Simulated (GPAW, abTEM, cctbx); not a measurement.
# Ca2MgSn2: the scripts behind a bonding study

Short scripts, each with its output. The start was made by putting kin elements into a known structure type; the compound need not exist, or be stable, in this form.

**1. Build the all-electron density and subtract free atoms**

```text
cell
1.0
    -4.672463800    0.000000000    0.000000000
    -2.336231900   -3.288167525    4.748121625
    -2.336231900    3.288167525    4.748121625
Sn Ca Mg
2 2 1
Direct
0.500000000 0.729867480 0.270132520
0.500000000 0.270132520 0.729867480
0.199867640 0.300132360 0.300132360
0.800132360 0.699867640 0.699867640
0.000000000 0.000000000 0.000000000
```

```python
import numpy as np
from ase.io import read
from ase.units import Bohr
from gpaw import GPAW, PW, FermiDirac
from gpaw.calculator import GPAW as OldGPAW
from gpaw.mpi import serial_comm, world
from scipy.special import erfc
from scipy.spatial import cKDTree

atoms = read("cell.vasp")
atoms.calc = GPAW(mode=PW(450), xc="PBE", kpts={"size": (6, 6, 6), "gamma": True},
                 occupations=FermiDirac(0.1), maxiter=120, symmetry={"tolerance": 1e-5}, txt="scf.txt")
atoms.get_potential_energy()
rho = atoms.calc.get_all_electron_density(gridrefinement=2)
moments = atoms.get_magnetic_moments() if atoms.calc.get_number_of_spins() == 2 else np.zeros(len(atoms))
total = atoms.get_magnetic_moment() if moments.any() else 0.0
if world.rank == 0:
    free = OldGPAW(mode=PW(450), xc="PBE", txt=None, communicator=serial_comm)
    neutral = atoms.copy()
    neutral.set_initial_magnetic_moments(None)
    free.initialize(neutral)
    free.set_positions(neutral)
    drho = rho - free.get_all_electron_density(gridrefinement=2)
    # GPAW starts from confined atoms: exchange their smooth part for that of the datasets' free atoms
    h = np.stack(np.meshgrid(*[np.fft.fftfreq(n, 1 / n) for n in drho.shape], indexing="ij"), -1)
    gabs = np.linalg.norm(h @ atoms.cell.reciprocal(), axis=-1)
    tails = np.fft.fftn(free.get_pseudo_density(gridrefinement=2))
    g, form, v0 = np.linspace(0, gabs.max(), 1500), {}, 0
    for e in set(atoms.symbols):
        idx = atoms.symbols.search(e)
        d = free.setups[idx[0]].data
        r, w = d.rgd.r_g * Bohr, d.rgd.r_g**2 * d.rgd.dr_g
        j0 = np.sinc(2 * g[:, None] * r)
        smooth = sum(f * p**2 for f, p in zip(d.f_j, d.phit_jg)) + np.sqrt(4 * np.pi) * d.nct_g
        full = sum(f * p**2 for f, p in zip(d.f_j, d.phi_jg)) + np.sqrt(4 * np.pi) * d.nc_g
        phase = sum(np.exp(-2j * np.pi * h @ s) for s in atoms.get_scaled_positions()[idx])
        tails -= np.interp(gabs, g, j0 @ (smooth * w)) * phase * drho.size / atoms.get_volume()
        form[e] = j0 @ (full * w)
        v0 += 2 * np.pi / 3 * 14.3996 * (full * w * r**2).sum() * len(idx)  # V A^3
    tails *= 0.5 * erfc((gabs - 1.8) / 0.25)  # the tails differ at long wavelengths alone
    drho += np.fft.ifftn(tails).real  # crystal minus superposed spherical free atoms
    np.save("drho.npy", drho)
    dv = atoms.get_volume() / drho.size
    print("grid", drho.shape, " electrons %.3f" % (rho.sum() * dv), " moved by bonding %.3f e" % (abs(drho).sum() * dv / 2))
    pts = np.indices(drho.shape).reshape(3, -1).T / drho.shape @ atoms.cell
    shifts = (np.indices((3, 3, 3)).reshape(3, -1).T - 1) @ atoms.cell
    images = (atoms.positions[None] + shifts[:, None]).reshape(-1, 3)
    dist, idx = cKDTree(images).query(pts, k=4)
    out = drho.ravel()[dist[:, 0] > 0.5]
    print("deformation density beyond 0.5 A of the nuclei: max %.3f, min %.3f e/A^3" % (out.max(), out.min()))
    tie = dist < dist[:, :1] + 1e-4
    q = -np.bincount((idx % len(atoms))[tie], (drho.ravel()[:, None] / tie.sum(1, keepdims=True) * tie)[tie], len(atoms)) * dv
    print("atom        x       y       z   Voronoi charge  moment")
    for a, s, c, m in zip(atoms, atoms.get_scaled_positions(), q, moments):
        print("%-2s%-3d %7.4f %7.4f %7.4f %10.3f %10.2f" % (a.symbol, a.index + 1, *s, c, m))
    np.savez("free.npz", g=g, **form)
    print("mean inner potential of superposed free atoms %.3f V" % (v0 / atoms.get_volume()))
    print("total magnetic moment %.3f muB" % total)
```

```console
$ OMP_NUM_THREADS=1 mpirun -n 4 gpaw python run.py > gpaw.log
```

```text
gpts.py:43: UserWarning: Initial realspace grid (24,32,32) inconsistent with symmetries.
gpts.py:43: UserWarning: Initial realspace grid (24,32,32) inconsistent with symmetries.
gpts.py:43: UserWarning: Initial realspace grid (24,32,32) inconsistent with symmetries.
gpts.py:43: UserWarning: Initial realspace grid (24,32,32) inconsistent with symmetries.
gpts.py:70: UserWarning: Using symmetrized grid: (32,32,32).
gpts.py:70: UserWarning: Using symmetrized grid: (32,32,32).
gpts.py:70: UserWarning: Using symmetrized grid: (32,32,32).
gpts.py:70: UserWarning: Using symmetrized grid: (32,32,32).
grid (64, 64, 64)  electrons 152.000  moved by bonding 0.983 e
deformation density beyond 0.5 A of the nuclei: max 0.073, min -0.049 e/A^3
atom        x       y       z   Voronoi charge  moment
Sn1    0.5000  0.7299  0.2701     -0.249       0.00
Sn2    0.5000  0.2701  0.7299     -0.249       0.00
Ca3    0.1999  0.3001  0.3001      0.141       0.00
Ca4    0.8001  0.6999  0.6999      0.141       0.00
Mg5    0.0000  0.0000  0.0000      0.217       0.00
mean inner potential of superposed free atoms 14.870 V
total magnetic moment 0.000 muB
```

Time: 25 s on 4 cores of Intel(R) Xeon(R) Platinum 8488C (Sapphire Rapids) (shared host), peak memory 1 GiB.

**2. Fourier-transform the difference**

```python
from cctbx import adptbx, crystal, miller, xray
from cctbx.eltbx import tiny_pse
import numpy as np

cs = crystal.symmetry(unit_cell=(4.6725, 6.5763, 9.4962, 90, 90, 90), space_group_symbol='Hall: -I 2 2')  # Immm
atoms = [  # label, site, U (iso, or U11 U22 U33 U12 U13 U23 in A^2), occupancy
    ("Sn1", (0.5, 0.27013, 0), 0.0000, 1),
    ("Ca1", (0, 0.5, 0.80013), 0.0000, 1),
    ("Mg1", (0, 0, 0), 0.0000, 1),
]
xs = xray.structure(crystal_symmetry=cs)
for label, site, u, occ in atoms:
    u = adptbx.u_cif_as_u_star(cs.unit_cell(), u) if isinstance(u, tuple) else u
    xs.add_scatterer(xray.scatterer(label, site=site, u=u, occupancy=occ))
xs.scattering_type_registry(table="wk1995")
drho = np.load("drho.npy")
T = np.array([[-1, 0, 0], [0, -1, 1], [-1, 1, 1]])  # conventional axes in terms of the primitive ones
dF = np.fft.ifftn(drho) * 291.79759  # electrons a conventional cell, indexed by primitive hkl
ms = miller.build_set(cs, anomalous_flag=False, d_min=0.9).sort("resolution")
iam = ms.structure_factors_from_scatterers(xs, algorithm="direct").f_calc()
p1 = xs.expand_to_p1()
z = np.array([tiny_pse.table(sc.scattering_type).atomic_number() for sc in p1.scatterers()])
x = np.array(p1.sites_frac())
free = np.load("free.npz")
print("static structure factors of the conventional cell: F in electrons, V (Mott-Bethe) in volts")
print("   h  k  l      d  |F| table  |F| free   |F| DFT   change   |V| free  |V| DFT  change %")
for h, d, table in list(zip(ms.indices(), ms.d_spacings().data(), iam.data()))[:16]:
    df = dF[tuple(np.rint(np.linalg.solve(T, h)).astype(int))]
    phase = np.exp(2j * np.pi * x @ h)
    f = sum(np.interp(1 / d, free["g"], free[sc.scattering_type]) * p for sc, p in zip(p1.scatterers(), phase))
    fz = (z * phase).sum()
    c = 14.3996 * d * d / (np.pi * cs.unit_cell().volume())
    v0, v1 = abs(fz - f) * c, abs(fz - f - df) * c
    print("%4d%3d%3d %7.4f %9.3f %9.3f %9.3f %8.3f %9.3f %8.3f %8s" % (h + (d, abs(table), abs(f), abs(f + df), abs(f + df) - abs(f), v0, v1, "%.1f" % (100 * (v1 / v0 - 1)) if v0 > 0.02 else "-")))
```

```console
$ python run.py
```

```text
static structure factors of the conventional cell: F in electrons, V (Mott-Bethe) in volts
   h  k  l      d  |F| table  |F| free   |F| DFT   change   |V| free  |V| DFT  change %
   0  1  1  5.4064    24.151    24.162    24.414    0.252     0.850    0.734    -13.6
   0  0  2  4.7481   149.474   149.426   149.764    0.338     3.516    3.397     -3.4
   1  0  1  4.1925   139.982   139.929   140.508    0.579     3.116    2.956     -5.1
   1  1  0  3.8090    23.068    23.136    23.648    0.513     1.740    1.623     -6.7
   0  2  0  3.2881    85.650    85.602    86.267    0.665     0.685    0.572    -16.5
   1  1  2  2.9711    88.795    88.841    88.968    0.127     3.471    3.453     -0.5
   0  1  3  2.8522    45.712    45.732    45.929    0.198     2.284    2.259     -1.1
   0  2  2  2.7032   189.202   189.228   189.370    0.142     5.171    5.155     -0.3
   1  0  3  2.6207   192.845   192.866   192.412   -0.454     5.175    5.224      0.9
   1  2  1  2.5873   193.241   193.230   192.914   -0.316     5.172    5.206      0.6
   0  0  4  2.3740   193.074   193.024   192.287   -0.737     4.909    4.974      1.3
   2  0  0  2.3363   230.730   230.674   229.994   -0.681     6.287    6.345      0.9
   2  1  1  2.1446    19.401    19.437    19.579    0.141     0.475    0.465     -2.2
   0  3  1  2.1359    56.794    56.734    56.253   -0.481     1.187    1.221      2.9
   2  0  2  2.0962   125.965   125.866   124.951   -0.915     2.312    2.375      2.7
   1  2  3  2.0494   120.136   120.031   119.423   -0.608     2.162    2.202      1.9
```

Time: 0.23 s on 1 core of Intel(R) Xeon(R) Platinum 8488C (Sapphire Rapids) (shared host), peak memory 0.08 GiB.

**3. Propagate a plane wave with and without the bonding term**

```python
import abtem
import numpy as np
from ase.build import make_supercell
from ase.io import read

abtem.config.set({"dask.lazy": False, "fft": "fftw", "diagnostics.progress_bar": False})
M = [[-1, 0, 0], [1, -1, -1], [0, -1, 1]]  # rows: x, y and beam direction in the primitive cell's axes
unit = make_supercell(read("cell.vasp"), M)
unit.set_cell(list(unit.cell.lengths()) + [90, 90, 90], scale_atoms=True)
unit.positions[:, 2] += 0.8220  # keeps atomic planes off the slice boundaries
unit.wrap()
slab = unit * (2, 2, 60)
print(slab.get_chemical_formula(), "| box %.2f x %.2f x %.2f A" % tuple(slab.cell.lengths()))

# change of the potential by bonding, from the DFT deformation density (Poisson's equation term by term)
drho = np.load("drho.npy")
prim = read("cell.vasp")
h = np.stack(np.meshgrid(*[np.fft.fftfreq(n, 1 / n) for n in drho.shape], indexing="ij"), -1).reshape(-1, 3).astype(int)
g2 = ((h @ prim.cell.reciprocal()) ** 2).sum(1)
keep = (g2 > 0) & (g2 < 2.5**2)
shape = (134, 272, 40)
vg = np.zeros(shape, complex)
hm = h[keep] @ np.array(M).T
move = np.exp(-2j * np.pi * hm[:, 2] * (0.8220 / unit.cell[2, 2] - 0.5 / shape[2]))  # the same shift, sampled at mid-points
vg[tuple(hm.T % np.array(shape)[:, None])] = -14.3996 / np.pi * (np.fft.fftn(drho).ravel() / drho.size)[keep] / g2[keep] * move
dV = np.fft.ifftn(vg).real * vg.size
dV = dV.reshape(134, 272, 4, 10).mean(3) * unit.cell[2, 2] / 4  # V A, projected in each slice
dV = np.tile(dV.transpose(2, 0, 1), (60, 2, 2))


def build(atoms):
    p = abtem.Potential(atoms, gpts=(268, 544), slice_thickness=[slab.cell[2, 2] / 240] * 240,
                        parametrization="lobato", projection="infinite", exit_planes=20).build()
    p.array[:] += BONDING * dV
    return p


sigmas = {'Sn': 0.073, 'Ca': 0.085, 'Mg': 0.092}  # r.m.s. displacement along each axis, A
u = np.array([sigmas[s] for s in slab.symbols])[:, None]
rng = np.random.default_rng(656)


def potentials():
    for _ in range(3):  # frozen phonons, one configuration at a time
        atoms = slab.copy()
        atoms.positions += u * rng.standard_normal((len(atoms), 3))
        atoms.wrap()
        yield build(atoms)


for label, BONDING in (("IAM", 0.0), ("DFT", 1.0)):
    print("=====", label)
    rng = np.random.default_rng(656)  # the same displacements for both
    potential = build(slab)
    print("grid", potential.gpts, "slices", potential.num_slices)
    thickness = potential.exit_thicknesses
    wave = abtem.PlaneWave(energy=200000)
    dp = np.mean([wave.multislice(p).diffraction_patterns(max_angle="valid").array for p in potentials()], axis=0)
    hkl = [(0, 0, 0), (0, 0, 2), (1, 0, 1), (1, 0, 3), (2, 0, 0), (2, 0, 2), (3, 0, 1)]
    nx, ny = dp.shape[-2:]
    print("intensity of each beam, fraction of the incident wave")
    print("  t (A)" + "".join("%9s" % " ".join(map(str, h)) for h in hkl) + "  diffuse    total")
    grid = np.zeros((nx, ny), bool)
    grid[nx // 2 % 2::2, ny // 2 % 2::2] = True
    for t, a in list(zip(thickness, dp))[1:]:
        idx = [np.rint(np.array(M) @ np.linalg.solve([[-1, 0, 0], [0, -1, 1], [-1, 1, 1]], h)).astype(int) for h in hkl]
        print("%7.1f" % t + "".join("%9.5f" % a[nx // 2 + i[0] * 2, ny // 2 + i[1] * 2] for i in idx) + "%9.4f%9.4f" % (a[~grid].sum(), a.sum()))
```

```console
$ python run.py
```

```text
Ca960Mg480Sn960 | box 9.34 x 18.99 x 394.58 A
===== IAM
grid (268, 544) slices 240
intensity of each beam, fraction of the incident wave
  t (A)    0 0 0    0 0 2    1 0 1    1 0 3    2 0 0    2 0 2    3 0 1  diffuse    total
   32.9  0.86602  0.00097  0.00151  0.00324  0.00614  0.00127  0.00138   0.0175   0.9988
   65.8  0.78844  0.00047  0.00046  0.00862  0.02145  0.00131  0.00148   0.0332   0.9978
   98.6  0.60234  0.00295  0.00211  0.01533  0.03768  0.00472  0.00345   0.0511   0.9967
  131.5  0.44267  0.01424  0.00312  0.02523  0.05782  0.00718  0.00247   0.0707   0.9955
  164.4  0.28476  0.03536  0.00673  0.02931  0.06275  0.01184  0.00192   0.0970   0.9939
  197.3  0.16695  0.06668  0.00821  0.03555  0.06031  0.01279  0.00196   0.1217   0.9922
  230.2  0.09138  0.10779  0.01110  0.03501  0.04266  0.01293  0.00292   0.1529   0.9902
  263.1  0.05070  0.15097  0.01227  0.03297  0.02276  0.00901  0.00318   0.1791   0.9884
  295.9  0.03349  0.19247  0.01287  0.02733  0.00679  0.00495  0.00326   0.2002   0.9867
  328.8  0.02782  0.22633  0.01193  0.01899  0.00028  0.00171  0.00252   0.2199   0.9851
  361.7  0.02299  0.24751  0.01006  0.01011  0.00404  0.00062  0.00158   0.2368   0.9836
  394.6  0.01634  0.24719  0.00587  0.00336  0.01370  0.00168  0.00109   0.2518   0.9823
===== DFT
grid (268, 544) slices 240
intensity of each beam, fraction of the incident wave
  t (A)    0 0 0    0 0 2    1 0 1    1 0 3    2 0 0    2 0 2    3 0 1  diffuse    total
   32.9  0.86494  0.00099  0.00161  0.00334  0.00637  0.00116  0.00136   0.0176   0.9988
   65.8  0.78417  0.00051  0.00079  0.00889  0.02218  0.00116  0.00147   0.0332   0.9978
   98.6  0.59376  0.00321  0.00303  0.01555  0.03888  0.00445  0.00345   0.0513   0.9967
  131.5  0.43025  0.01487  0.00449  0.02492  0.05905  0.00731  0.00248   0.0711   0.9955
  164.4  0.26960  0.03680  0.00896  0.02818  0.06354  0.01233  0.00193   0.0975   0.9938
  197.3  0.15118  0.06964  0.01092  0.03353  0.06075  0.01346  0.00193   0.1222   0.9922
  230.2  0.07622  0.11244  0.01444  0.03259  0.04273  0.01344  0.00279   0.1530   0.9903
  263.1  0.03678  0.15733  0.01591  0.03045  0.02291  0.00900  0.00293   0.1787   0.9885
  295.9  0.02064  0.19970  0.01666  0.02509  0.00701  0.00441  0.00298   0.1990   0.9868
  328.8  0.01550  0.23309  0.01564  0.01730  0.00027  0.00108  0.00232   0.2177   0.9853
  361.7  0.01146  0.25162  0.01350  0.00915  0.00330  0.00056  0.00148   0.2341   0.9839
  394.6  0.00641  0.24803  0.00877  0.00302  0.01165  0.00290  0.00111   0.2490   0.9826
```

Time: 56 s.

**4. Scan a probe**

```python
import abtem
import numpy as np
from ase.build import make_supercell
from ase.io import read

abtem.config.set({"dask.lazy": False, "fft": "fftw", "diagnostics.progress_bar": False})
M = [[-1, 0, 0], [1, -1, -1], [0, -1, 1]]  # rows: x, y and beam direction in the primitive cell's axes
unit = make_supercell(read("cell.vasp"), M)
unit.set_cell(list(unit.cell.lengths()) + [90, 90, 90], scale_atoms=True)
unit.positions[:, 2] += 0.8220  # keeps atomic planes off the slice boundaries
unit.wrap()
slab = unit * (3, 2, 4)
print(slab.get_chemical_formula(), "| box %.2f x %.2f x %.2f A" % tuple(slab.cell.lengths()))

# change of the potential by bonding, from the DFT deformation density (Poisson's equation term by term)
drho = np.load("drho.npy")
prim = read("cell.vasp")
h = np.stack(np.meshgrid(*[np.fft.fftfreq(n, 1 / n) for n in drho.shape], indexing="ij"), -1).reshape(-1, 3).astype(int)
g2 = ((h @ prim.cell.reciprocal()) ** 2).sum(1)
keep = (g2 > 0) & (g2 < 2.5**2)
shape = (34, 69, 40)
vg = np.zeros(shape, complex)
hm = h[keep] @ np.array(M).T
move = np.exp(-2j * np.pi * hm[:, 2] * (0.8220 / unit.cell[2, 2] - 0.5 / shape[2]))  # the same shift, sampled at mid-points
vg[tuple(hm.T % np.array(shape)[:, None])] = -14.3996 / np.pi * (np.fft.fftn(drho).ravel() / drho.size)[keep] / g2[keep] * move
dV = np.fft.ifftn(vg).real * vg.size
dV = dV.reshape(34, 69, 4, 10).mean(3) * unit.cell[2, 2] / 4  # V A, projected in each slice
dV = np.tile(dV.transpose(2, 0, 1), (4, 3, 2))


def build(atoms):
    p = abtem.Potential(atoms, gpts=(102, 138), slice_thickness=[slab.cell[2, 2] / 16] * 16,
                        parametrization="lobato", projection="infinite", exit_planes=8).build()
    p.array[:] += BONDING * dV
    return p


def potentials():
    yield build(slab)  # atoms at rest


for label, BONDING in (("IAM", 0.0), ("DFT", 1.0)):
    print("=====", label)
    potential = build(slab)
    print("grid", potential.gpts, "slices", potential.num_slices)
    thickness = potential.exit_thicknesses
    probe = abtem.Probe(energy=200000, semiangle_cutoff=18)
    probe.grid.match(potential)
    print("wavelength %.5f A, largest angle on the grid %.0f mrad" % (probe.wavelength, min(probe.cutoff_angles)))
    detectors = {"ABF": (9, 18), "BF": (0, 9), "LAADF": (22, 58)}  # mrad
    columns = [  # name, x, y (A)
        ("Sn2", 2.336, 0.000),
        ("Ca", 0.000, 1.898),
        ("Mg", 0.000, 0.000),
        ("void", 0.973, 3.561),
    ]
    scan = abtem.GridScan(start=(0.0000, 0.0000), end=(4.6725, 9.4962), gpts=(14, 29), endpoint=False)
    dets = [abtem.AnnularDetector(*v) for v in detectors.values()] + [abtem.PixelatedDetector(max_angle=27)]
    runs = [probe.scan(p, scan=scan, detectors=dets, max_batch=32) for p in potentials()]
    out = [sum(x[1:], x[0]) / len(x) for x in zip(*runs)]
    images = dict(zip(detectors, out))
    images["iCOM"] = out[-1].center_of_mass().integrate_gradient()
    np.save(label + "_pacbed.npy", out[-1].array.mean(axis=(1, 2)))
    print("PACBED pixel %.3f x %.3f mrad" % out[-1].angular_sampling)
    for name, im in images.items():
        im = im.interpolate(sampling=0.1, boundary="periodic").gaussian_filter(0.25)
        np.save(label + "_" + name + ".npy", im.array)
        print(name, "signal at the columns" + (", fraction of the beam" if name in detectors else ""))
        print("  t (A)     mean" + "".join("%10s" % c[0][:9] for c in columns))
        for t, a in list(zip(thickness, im.array))[1:]:
            at = [a[round((x - 0.0000) / im.sampling[0]) % a.shape[0], round((y - 0.0000) / im.sampling[1]) % a.shape[1]] for _, x, y in columns]
            print("%7.1f %8.5f" % (t, a.mean()) + "".join("%10.5f" % v for v in at))
```

```console
$ python run.py
```

```text
Ca96Mg48Sn96 | box 14.02 x 18.99 x 26.31 A
===== IAM
grid (102, 138) slices 16
wavelength 0.02508 A, largest angle on the grid 61 mrad
PACBED pixel 1.789 x 1.320 mrad
ABF signal at the columns, fraction of the beam
  t (A)     mean       Sn2        Ca        Mg      void
   13.2  0.71380   0.41855   0.70195   0.72190   0.72543
   26.3  0.68959   0.32021   0.62939   0.69232   0.71273
BF signal at the columns, fraction of the beam
  t (A)     mean       Sn2        Ca        Mg      void
   13.2  0.24895   0.14280   0.25432   0.25345   0.25851
   26.3  0.24085   0.04806   0.26105   0.25720   0.25935
LAADF signal at the columns, fraction of the beam
  t (A)     mean       Sn2        Ca        Mg      void
   13.2  0.01898   0.27012   0.02501   0.01144   0.00501
   26.3  0.03461   0.27847   0.06314   0.02737   0.01163
iCOM signal at the columns
  t (A)     mean       Sn2        Ca        Mg      void
   13.2  0.02042   0.09662   0.03852   0.02556   0.01086
   26.3  0.02042   0.10740   0.05947   0.03362   0.00414
===== DFT
grid (102, 138) slices 16
wavelength 0.02508 A, largest angle on the grid 61 mrad
PACBED pixel 1.789 x 1.320 mrad
ABF signal at the columns, fraction of the beam
  t (A)     mean       Sn2        Ca        Mg      void
   13.2  0.71373   0.41825   0.70169   0.72164   0.72544
   26.3  0.68938   0.31998   0.62846   0.69128   0.71284
BF signal at the columns, fraction of the beam
  t (A)     mean       Sn2        Ca        Mg      void
   13.2  0.24894   0.14280   0.25439   0.25355   0.25844
   26.3  0.24082   0.04808   0.26133   0.25764   0.25906
LAADF signal at the columns, fraction of the beam
  t (A)     mean       Sn2        Ca        Mg      void
   13.2  0.01904   0.27042   0.02508   0.01152   0.00506
   26.3  0.03478   0.27842   0.06333   0.02766   0.01175
iCOM signal at the columns
  t (A)     mean       Sn2        Ca        Mg      void
   13.2  0.02094   0.09668   0.03961   0.02669   0.01102
   26.3  0.02094   0.10684   0.06112   0.03534   0.00396
```

Time: 14 s.

[Outputs are excerpts: Python notices, other lines and further rows are left out; steps that failed or that the build refused (PBEsol, TPSS) are not shown.]

[Logs are printed without paths, hosts, clocks, repeated set-up lines and the standing remarks that a program may print on its own settings, such as how far it seeks lower states.]
